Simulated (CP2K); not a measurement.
Two runs for the S L₂,₃ edge of thioacetamide. Run A: CP2K XAS_TDP, all-electron GAPW, PBEh(45%), aug-cc-pVDZ, TDA, ZORA, spin–orbit coupling. Run B differs in one setting.

First lines with a strength over 0.0003. A:

| atom | energy (eV) | states | strength, one atom |
| --- | --- | --- | --- |
| S4 (bonded to C) | 161.45 | 1 | 0.0005 |
|  | 161.62 | 1 | 0.0004 |
|  | 162.53 | 2 | 0.0004 |
|  | 162.69 | 1 | 0.0003 |
|  | 164.09 | 2 | 0.0006 |

B:

| atom | energy (eV) | states | strength, one atom |
| --- | --- | --- | --- |
| S4 (bonded to C) | 154.19 | 3 | 0.0003 |
|  | 154.74 | 4 | 0.0003 |
|  | 154.88 | 3 | 0.0006 |
|  | 154.90 | 5 | 0.0020 |
|  | 155.04 | 3 | 0.0012 |

Q: Which was it: the functional, the basis, GW2X switched on?

The functional (functional from PBEh(45%) to PBE; the lines alone don't name the new value). A functional moves all lines by electronvolts and changes their spacings and strengths. The lowest line over the strength cut lies at 154.19 eV, against 161.45 eV (PBEh(45%), aug-cc-pVDZ).

[Hosts, paths, dates, database ids (printed as entryN), source tags and the programs' standing remarks are cut or masked in the printed files.]
